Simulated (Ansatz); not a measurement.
**TiC (model cell, started as CsCl type): following an unstable mode**

Wanted: the energy along a soft mode of TiC (model cell, started as CsCl type) and the structure at the end.

Method: DFT PBEsol, scalar-relativistic, plane waves, PAW, in Ansatz 0.2.0.

The structure was built from a prototype and need not be the compound's stable phase.

### 1. Starting point

It takes space group Pm-3m (No. 221, cubic). The conventional cell has a = 2.682 Å, b = 2.682 Å, c = 2.682 Å, α = 90.00°, β = 90.00°, γ = 90.00°. Nearest to Ti lie 8 C at 2.32 Å. Nearest to C lie 8 Ti at 2.32 Å. Farther neighbours are not listed.

### 2. Response at finite wavevector

The cell comes from relaxations at this level that are not shown. Stability and thermal properties need the whole zone. Linear response on a 4×4×4 q mesh gives force constants as far as a supercell of that size would.

The input, input.yaml:

```yaml
crystal:
  lattice:
    - [2.6818219351, 0.0, 0.0]
    - [0.0, 2.6818219351, 0.0]
    - [0.0, 0.0, 2.6818219351]
  atoms:
    - { symbol: Ti, position: [0.0, 0.0, 0.0] }
    - { symbol: C, position: [0.5, 0.5, 0.5] }
kpoints:
  mp_grid: { grid: [16, 16, 16] }
hamiltonian:
  xc: pbesol
scf:
  occupations: { method: methfessel_paxton, width: 0.15 }
output:
  eigenvalues: true
phonons:
  method: dfpt
  qmesh: [4, 4, 4]
  temperatures: { t_max: 1000, t_step: 50 }
  qpath:
    path:
      - [[0.0, 0.0, 0.0], [0.0, 0.5, 0.0], [0.5, 0.5, 0.0], [0.0, 0.0, 0.0], [0.5, 0.5, 0.5], [0.0, 0.5, 0.0]]
      - [[0.5, 0.5, 0.5], [0.5, 0.5, 0.0]]
    npoints: 10
```

The run is started by

```
> ansatz run input.yaml --threads 4 --pin off --max-ram 7168MiB --backend cpu --events-out ev --progress --plain --runs-dir out
```

Numbers of over 12 decimals in the logs are rounded to 6 here.

What it wrote:

```text
Engine: ansatz 0.2.0, aarch64-unknown-linux-gnu
Pseudopotentials: kind: paw
Pseudopotential: Ti, paw, valence charge 12, recommended cutoff 420 eV (normal), Ti.paw.azcp
Pseudopotential: C, paw, valence charge 4, recommended cutoff 420 eV (normal), C.paw.azcp
Functional definition: PBEsol
  exchange = pbesol_x
  correlation = pbesol_c
Crystal: 2 atoms, lattice volume = 19.288 Å³
Basis set: ecut = 420 eV, 389 PW (Γ), exchange–correlation on 36×36×36 points (8 copies of the dense FFT grid, shifted against one another)
Bands: 12, of which v1, the nominal top of the filled ones, is band 8 counted from 1 (7 counted from 0)
Symmetry: 48 space group operations
k-points: 165 of 4096
Non-local potential: Ti, projectors of the file, l = 0: 3, l = 1: 2, l = 2: 3, l = 3: 1
Non-local potential: C, projectors of the file, l = 0: 2, l = 1: 2, l = 2: 1
PAW form: soft (Blöchl's): semilocal exchange-correlation on the pseudo side does not see the compensation charge
PAW frozen core: Ti, regenerated for the run's functional, and the local potential with it (the file was generated under x = pbe(κ = 0.804, μ = 0.219515), c = pbe(β = 0.066725))
PAW frozen core: C, regenerated for the run's functional, and the local potential with it (the file was generated under x = pbe(κ = 0.804, μ = 0.219515), c = pbe(β = 0.066725))
PAW one-centre angular grid: Ti, 590 points (default); XC on 64 Gauss nodes
PAW one-centre angular grid: C, 110 points (default); XC on 64 Gauss nodes
Initial density: superposition of atomic densities (neutral atoms: chi_scale 0, normalization atom), corrected by the library's trained network
Initial wavefunctions: pseudopotential atomic-orbital guess
Functional: x = pbesol(κ = 0.804, μ = 0.123457), c = pbesol(β = 0.046)
SCF iter   1: F=—  HF=-2720.082352 eV  |F-HF|=—  |Δ(HF+E_count)|=         —  Δρ=1.39e-2  dr2=4.86e-2  ethr=1.77e-3  ⟨swp⟩=4.3  Hψ=9592  notcnv=0
preconditioner: auto → none  [metal: Δε(μ)=0.005 eV  Ē_g=7.449 eV  σ=0.150 eV  W_gap=0.03  n_scr=6 (ndim 8)  ℏωp=23.9 eV  f_vac=0.000  D(μ)=3.63/eV (n_scr^D=80)  sad-step TF]
SCF iter   2: F=—  HF=-2720.078106 eV  |F-HF|=—  |Δ(HF+E_count)|=   4.25e-3  S|Δr|=    0.00e0  Δρ=9.74e-3  dr2=2.51e-2  ethr=3.04e-4  ⟨swp⟩=1.0  Hψ=3300  notcnv=0
SCF iter   3: F=—  HF=-2720.075067 eV  |F-HF|=—  |Δ(HF+E_count)|=   3.04e-3  S|Δr|=    0.00e0  Δρ=1.29e-3  dr2=1.11e-4  ethr=1.57e-4  ⟨swp⟩=1.8  Hψ=2133  notcnv=0  defer=1
SCF iter   4: F=—  HF=-2720.075059 eV  |F-HF|=—  |Δ(HF+E_count)|=   7.79e-6  S|Δr|=    0.00e0  Δρ=2.98e-4  dr2=6.32e-6  ethr=6.93e-7  ⟨swp⟩=3.0  Hψ=3347  notcnv=0
SCF iter   5: F=—  HF=-2720.075061 eV  |F-HF|=—  |Δ(HF+E_count)|=   1.81e-6  S|Δr|=    0.00e0  Δρ=8.33e-6  dr2=8.28e-9  ethr=3.95e-8  ⟨swp⟩=1.3  Hψ=2095  notcnv=0
SCF iter   6: F=—  HF=-2720.075061 eV  |F-HF|=—  |Δ(HF+E_count)|=   2.12e-7  S|Δr|=    0.00e0  Δρ=1.52e-6  dr2=5.00e-10  ethr=5.17e-11  ⟨swp⟩=2.5  Hψ=3139  notcnv=0
SCF iter   7: F=-2720.075061 eV  HF=-2720.075061 eV  |F-HF|=4.55e-13  |Δ(HF+E_count)|=  5.09e-11  S|Δr|=    0.00e0  Δρ=4.56e-8  dr2=1.28e-13  ethr=1.00e-12  ⟨swp⟩=4.0  Hψ=7834  notcnv=0
the search or the solves at the SCF's close seem to have found levels that the self-consistency loop had missed (the run counts 1). By its estimate they hold under 1e-12 electrons; where the run keeps them, the occupations were computed again with them
SCF 1 converged in 7 iterations: F = -2720.075061 eV  dr2 = 1.28e-13
  greatest PAW one-centre occupation: 0.999 electrons in one spin orbital (limit 2), on the Ti atom at site 0 (counted from 0), in its partial waves of l = 0
Initial density: read from a saved state, or passed on in memory by an earlier SCF of this step, an earlier step, the calling program or the single point that the run made first
iter 1 solved again at ethr=2.26e-9 eV; its pass at ethr=3.10e-3 eV (dr2=3.61e-7 eV) is discarded
SCF iter   1: F=—  HF=-2720.075061 eV  |F-HF|=—  |Δ(HF+E_count)|=         —  Δρ=5.94e-8  dr2=4.47e-13  ethr=2.26e-9  ⟨swp⟩=3.0  Hψ=14975  notcnv=0
eigensolver tolerance schedule: the retry pair's looser diagonalisation over-reported the residual by 807648.76 of it (diagonalisation noise at 1.43 of the residual, at the tolerance the schedule requests for it); recorded, not acted on — ethr = c·dr2/N_el stays at c = 1.0e-1
preconditioner: auto → none  [metal: Δε(μ)=0.003 eV  Ē_g=7.489 eV  σ=0.150 eV  W_gap=0.01  n_scr=6 (ndim 8)  ℏωp=23.9 eV  f_vac=0.000  D(μ)=3.52/eV (n_scr^D=80)]
SCF iter   2: F=-2720.075061 eV  HF=-2720.075061 eV  |F-HF|=0.00e0  |Δ(HF+E_count)|=  6.91e-11  S|Δr|=    0.00e0  Δρ=2.76e-8  dr2=7.99e-14  ethr=1.00e-12  ⟨swp⟩=3.5  Hψ=5979  notcnv=0
SCF 2 converged in 2 iterations: F = -2720.075061 eV  dr2 = 7.99e-14
phonons: the bands overlap, so this run is a metal and interpolates without the dipole-dipole term. If the crystal is really an insulator or semiconductor, its LO-TO splitting is missing
NSCF: frozen V_eff on 165 k-points
NSCF: frozen V_eff on 405 k-points
DFPT response loops at q = (0, 0, 0) (fractional): preconditioner auto → Kerker (q_TF=auto, 2.645 Å⁻¹) (partly filled bands, converged f_vac=0.000); β = 1.00, the filter's whole step (`scf.mixing.beta` (0.50) is not read by the response loops under this deck's `scf.mixing.preconditioner`; to damp them name `kerker` or `kerker_dos`, under which they read `scf.mixing.beta`, and type it under 1.00, their step now; both keys bind the ground state too); Broyden in place of MSR1
NSCF: frozen V_eff on 2592 k-points
DFPT response loops at q = (0, 0, 0.25) (fractional): mixed as the last ones told, above
NSCF: frozen V_eff on 1458 k-points
DFPT response loops at q = (0, 0, -0.5) (fractional): mixed as the last ones told, above
NSCF: frozen V_eff on 4608 k-points
DFPT response loops at q = (0, 0.25, 0.25) (fractional): mixed as the last ones told, above
NSCF: frozen V_eff on 2592 k-points
DFPT response loops at q = (0, 0.25, -0.5) (fractional): mixed as the last ones told, above
NSCF: frozen V_eff on 1458 k-points
DFPT response loops at q = (0, -0.5, -0.5) (fractional): mixed as the last ones told, above
NSCF: frozen V_eff on 4352 k-points
DFPT response loops at q = (0.25, 0.25, 0.25) (fractional): mixed as the last ones told, above
NSCF: frozen V_eff on 4608 k-points
DFPT response loops at q = (0.25, 0.25, -0.5) (fractional): mixed as the last ones told, above
NSCF: frozen V_eff on 2592 k-points
DFPT response loops at q = (0.25, -0.5, -0.5) (fractional): mixed as the last ones told, above
NSCF: frozen V_eff on 810 k-points
DFPT response loops at q = (-0.5, -0.5, -0.5) (fractional): mixed as the last ones told, above
SCF converged after 7 iterations
Stability not checked: this state was not tested for a lower state beside it, because cold or Methfessel-Paxton smearing, or corrected tetrahedra, fill the levels in a way that the test cannot read (fill_not_monotonic; see scf.lower_state_search)
Free energy (F): -2720.075061 eV
Harris-Foulkes:  -2720.075061 eV  (|F-HF|=4.55e-13)
Internal energy: -2720.070481 eV  (E = F + TS)
E sigma→0 (E₀):  -2720.073916 eV
Entropy (-TS):   -0.004580 eV (-2.290 meV/atom)
Fermi energy:    15.901999 eV
--- Per-component energies (eV) ---
  E_band       = -89.977915
  E_kinetic    = 362.194211
  E_local      = -730.721577  (includes V_loc(G=0)·N_el)
  E_nonlocal   = 35.706521
  E_hartree    = 301.095541
  E_xc         = -145.924315
  E_vxc        = -182.909848  (∫ρ·V_xc dr)
  E_paw        = -1117.143488  (= ΣΔE_a)
  E_vpaw       = -176.438381  (= ΣTr[D̂ρ^β])
  E_aug_tail   = 0.000077  (compensation charges beyond the density's cutoff)
  E_ewald      = -1425.437935
  E_core_change = 0.160485  (= ΣΔE_core)
  E_smearing   = -0.004580  (= −TS)
  E_closure    = -0.000000  (closes the sum)
  Σ components = -2720.075061   (vs F -2720.075061, Δ=0.00e0)
--- Band table (eV; the first three rows and the last of 165) ---
  k-point 0: bands = [... 4 lower, 2.7374, 14.2238, 14.2238, 17.4618, 17.4618, 17.4618, 19.3580, 19.3580]
  k-point 1: bands = [... 4 lower, 2.8160, 14.1354, 14.2557, 17.2543, 17.2543, 17.4305, 19.3672, 19.5817]
  k-point 2: bands = [... 4 lower, 3.0472, 13.8061, 14.3482, 16.8062, 16.8062, 17.4578, 19.3934, 20.0795]
  k-point 164: bands = [... 4 lower, 9.4439, 10.3323, 10.3323, 10.3323, 20.7827, 20.7827, 23.0756, 23.0756]
--- Phonons (Γ-DFPT): 2 representative perturbations + reference (Σ response iterations 6) ---
  ASR residual: 1.910e-5 → 0.000e0 eV/Å²; symmetrization residual: 2.780e-7 eV/Å²
  ASR residual per site (eV/Å²): 7.21e-6 1.91e-5
  Γ frequencies (cm⁻¹): 0.00 0.00 0.00 251.40 251.40 251.40
--- Phonons (arbitrary-q DFPT): 10 irreducible q on the 4×4×4 mesh ---
  q = [0.0000, 0.0000, 0.0000] (star 1, of the zone-centre solve; hermiticity 2.49e-7, symmetrization 6.14e-12): -0.00 -0.00 0.00 251.40 251.40 251.40
  q = [0.0000, 0.0000, 0.2500] (star 6, 4 solved perturbations in 4032 linear systems a pass and spin channel, the states on 1296 of 4096 k-point pairs; hermiticity 1.04e-7, symmetrization 2.59e-14): -225.08 -225.08 115.18 162.54 162.54 364.93
  q = [0.0000, 0.0000, -0.5000] (star 3, 4 solved perturbations in 2268 linear systems a pass and spin channel, the states on 729 of 4096 k-point pairs; hermiticity 9.44e-13, symmetrization 2.68e-12): -333.98 -333.98 -172.87 -172.87 145.13 398.31
  q = [0.0000, 0.2500, 0.2500] (star 12, 4 solved perturbations in 7056 linear systems a pass and spin channel, the states on 2304 of 4096 k-point pairs; hermiticity 2.65e-7, symmetrization 6.94e-14): -318.91 -133.21 -33.96 118.84 253.11 362.90
  q = [0.0000, 0.2500, -0.5000] (star 12, 6 solved perturbations on 1296 of 4096 k-point pairs; hermiticity 2.36e-7, symmetrization 2.00e-12): -314.26 -275.35 -56.60 260.56 308.59 417.62
  q = [0.0000, -0.5000, -0.5000] (star 3, 4 solved perturbations in 2268 linear systems a pass and spin channel, the states on 729 of 4096 k-point pairs; hermiticity 6.24e-8, symmetrization 7.93e-14): -356.56 -332.31 303.22 303.22 392.58 392.58
  q = [0.2500, 0.2500, 0.2500] (star 8, 2 solved perturbations on 2176 of 4096 k-point pairs; hermiticity 8.32e-7, symmetrization 1.52e-12): -177.17 -177.17 -155.99 -88.99 263.37 263.37
  q = [0.2500, 0.2500, -0.5000] (star 12, 4 solved perturbations in 7056 linear systems a pass and spin channel, the states on 2304 of 4096 k-point pairs; hermiticity 1.53e-7, symmetrization 1.31e-12): -204.45 -50.91 48.39 249.85 282.07 403.55
  q = [0.2500, -0.5000, -0.5000] (star 6, 4 solved perturbations in 4032 linear systems a pass and spin channel, the states on 1296 of 4096 k-point pairs; hermiticity 4.75e-8, symmetrization 1.75e-12): -293.74 -108.38 268.69 268.69 343.21 343.21
  q = [-0.5000, -0.5000, -0.5000] (star 1, 2 solved perturbations on 405 of 4096 k-point pairs; hermiticity 6.38e-13, symmetrization 4.68e-12): 178.69 178.69 178.69 261.40 261.40 261.40
  sum rule: each row above includes the acoustic sum rule's correction from the zone centre's row sums; it moved no ω² by more than (0.66 cm⁻¹)²
  mesh force constants: q→R imaginary residual 1.01e-18; ASR residual 1.910e-5 → 0.000e0 eV/Å²; symmetrization residual 9.770e-15 eV/Å²
  interpolated dispersion: 62 rows × 6 modes
  density of states and harmonic sums: on the 24×24×24 q-mesh, interpolated from the force constants of a 4×4×4 supercell (no non-analytic term)
  largest difference from the sums on the solved wave vectors: F 2.98e-2 eV, S 5.33e-5 and C_V 2.34e-5 eV/K
  zero-point energy: 0.057817 eV/cell   skipped modes (ω ≤ 0): 1083, of them read as no rigid motion or as one in doubt: 1080 (2.430e0 modes/cell left out, lowest -369.84 cm⁻¹)   left out of the sums: 4.05e-1 of the cell's modes: C_V's classical limit lies that fraction below 3 k_B per atom; for a crystal, a wire or a layer, F and S can be off by more, and a phonons.interpolated_qmesh denser along its periods is the remedy for the sampling
```

It took 3.4 min on 4 threads of Arm Neoverse V1, shared host; peak memory 1.7 GiB; 13 min of CPU time.

Numbers from this step:

| Item | Value |
| --- | --- |
| volume per atom | 9.644 Å³ |
| gap on the k-mesh | 0 eV |
| sum-rule residual before enforcement | 1.91e-5 eV/Å² |
| lowest frequency on the path | -369.2 cm⁻¹ |
| point group | m-3m |
| highest frequency on the path or at a solved wavevector | 419.1 cm⁻¹ |
| highest optical mode at the zone centre (no LO-TO term) | 251.4 cm⁻¹ |
| lowest optical zone-centre mode | 251.4 cm⁻¹ |
| lowest mode on the q mesh (acoustic modes at Γ apart) | -356.6 cm⁻¹ |

Frequencies (cm⁻¹) solved at each irreducible wavevector; negative means imaginary. Frequencies by wavevector, by row:

```
q in reciprocal lattice units  star  mode 1  mode 2  mode 3  mode 4  mode 5  mode 6
                        0 0 0     1       0       0       0   251.4   251.4   251.4
                     0 0 0.25     6  -225.1  -225.1   115.2   162.5   162.5   364.9
                     0 0 -0.5     3    -334    -334  -172.9  -172.9   145.1   398.3
                  0 0.25 0.25    12  -318.9  -133.2     -34   118.8   253.1   362.9
                  0 0.25 -0.5    12  -314.3  -275.4   -56.6   260.6   308.6   417.6
                  0 -0.5 -0.5     3  -356.6  -332.3   303.2   303.2   392.6   392.6
               0.25 0.25 0.25     8  -177.2  -177.2    -156     -89   263.4   263.4
               0.25 0.25 -0.5    12  -204.4   -50.9    48.4   249.8   282.1   403.6
               0.25 -0.5 -0.5     6  -293.7  -108.4   268.7   268.7   343.2   343.2
               -0.5 -0.5 -0.5     1   178.7   178.7   178.7   261.4   261.4   261.4
```

Interpolated from a 4×4×4 q mesh. Phonon branches along the path, in cm⁻¹:

```
    point  branch 1  branch 2  branch 3  branch 4  branch 5  branch 6
        Γ         0         0         0       251       251       251
  halfway      -225      -225       115       162       162       365
        X      -334      -334      -173      -173       145       398
  halfway      -314      -275       -57       261       309       418
        M      -357      -332       303       303       393       393
  halfway      -319      -133       -34       119       253       363
        Γ         0         0         0       251       251       251
  halfway      -177      -177      -156       -89       263       263
        R       179       179       179       261       261       261
  halfway      -204       -51        48       250       282       404
        X      -334      -334      -173      -173       145       398
jump to R       179       179       179       261       261       261
  halfway      -294      -108       269       269       343       343
        M      -357      -332       303       303       393       393
```

The phonon branches as a text plot (rows in cm⁻¹):

```
    403 |     *************                         ******      *
    370 |   **       **  * ***                     *          **
    337 |           *     *   *                   *         **
    304 |  *         ****  **  **                *         *  ***
    271 |**        ** *  *       * **************  ****   *  *
    238 |***      *  *    *  *******         *  *****     ***
    206 |          *      *    *    *      ***  **   * *
    173 |   *    *  *         *            * ******     * *
    140 |    **** *        **        **  ** *      *  *  * *
    107 |   **               *
     74 | **               **                               *
     41 |*                                          *
      9 |                         *
    -24 |                    *   *
    -57 |*    *                  * *   * ***      * *  *
    -90 | *                **  **       *                  *
   -123 |                    ****   *    **                  *
   -156 |  *   * *            *         *          * *  *
   -189 |       ** *      *    *     ****           *  ***
   -221 |   *                          *             **     *
   -254 |    *    *           *                               *
   -287 |     *   ****   *                             *     * *
   -320 |      ***  * ***    *                          **      *
   -353 |            ********                                 ***
         Γ      X      M          Γ            R        X|R     M
```

Symmetry leaves 10 wavevectors to solve. The lowest mode among them, the acoustic zeros apart, lies at q = (0, -0.5, -0.5) and is imaginary, 356.6i cm⁻¹, so the energy falls along it. Between them the interpolated path dips to 369i cm⁻¹.

### 3. The mode frozen in, largest atomic shift 0 Å

The mode followed lies at q = (0, 0, -0.5) with frequency 334.0i cm⁻¹ and is 2-fold degenerate, one of the unstable modes though not the softest. At small amplitude the distorted cell has space group no. 51 by a symmetry search on the positions. The undistorted cell that holds it gives the zero of energy on the same k mesh.

System of this step: TiC (model cell, started as CsCl type). It takes space group Pm-3m (No. 221, cubic). The conventional cell has a = 2.682 Å, b = 2.682 Å, c = 2.682 Å, α = 90.00°, β = 90.00°, γ = 90.00°. Ti has 8 C at 2.32 Å nearest. C has 8 Ti at 2.32 Å nearest. Farther neighbours are not listed.

The input, input.yaml:

```yaml
crystal:
  lattice:
    - [2.6818219351, 0.0, 0.0]
    - [0.0, 2.6818219351, 0.0]
    - [0.0, 0.0, 5.3636438702]
  atoms:
    - { symbol: Ti, position: [0.0, 0.0, 0.0] }
    - { symbol: Ti, position: [0.0, 0.0, 0.5] }
    - { symbol: C, position: [0.5, 0.5, 0.25] }
    - { symbol: C, position: [0.5, 0.5, 0.75] }
kpoints:
  mp_grid: { grid: [14, 14, 8] }
hamiltonian:
  xc: pbesol
scf:
  occupations: { method: methfessel_paxton, width: 0.15 }
output:
  forces: true
  stress: true
  eigenvalues: true
```

What it wrote:

```text
[...]
Crystal: 4 atoms, lattice volume = 38.576 Å³
Basis set: ecut = 420 eV, 757 PW (Γ), exchange–correlation on 36×36×72 points (8 copies of the dense FFT grid, shifted against one another)
Bands: 20, of which v1, the nominal top of the filled ones, is band 16 counted from 1 (15 counted from 0)
Symmetry: 32 space group operations
[...]
k-points: 180 of 1568
[...]
--- Band table (eV; the first three rows and the last of 180) ---
  k-point 0: bands = [... 12 lower, 14.2247, 14.9064, 14.9064, 15.1795, 17.4595, 17.4595, 17.4600, 19.3592]
  k-point 1: bands = [... 12 lower, 14.2566, 14.9688, 14.9688, 15.1377, 17.2523, 17.2523, 17.4288, 19.3684]
  k-point 2: bands = [... 12 lower, 14.3491, 15.0216, 15.1533, 15.1533, 16.8046, 16.8046, 17.4566, 19.3946]
  k-point 179: bands = [... 12 lower, 11.2916, 11.2916, 14.4335, 14.4335, 17.4002, 17.4002, 19.8318, 19.8318]
[key lines of the parts left out:]
SCF converged after 6 iterations
Free energy (F): -5440.159552 eV
Fermi energy:    15.905650 eV
P = ⅓ Tr σ = -0.0244 GPa (-0.244 kbar)
```

Run time: 1.8 s. Hardware: 4 threads; peak memory 0.4 GiB.

This step gave:

| Item | Value |
| --- | --- |
| pressure | -0.02443 GPa |
| energy from the undistorted cell | 0 meV/atom |

The run ends at a pressure of -0.02 GPa.

(Continued in part 2 of 3.)

[Logs are printed without paths, hosts, clocks, repeated set-up lines and the standing remarks that a program may print on its own settings, such as how far it seeks lower states.]

[Hosts, paths, dates, database ids (printed as entryN), source tags and the programs' standing remarks are cut or masked in the printed files.]
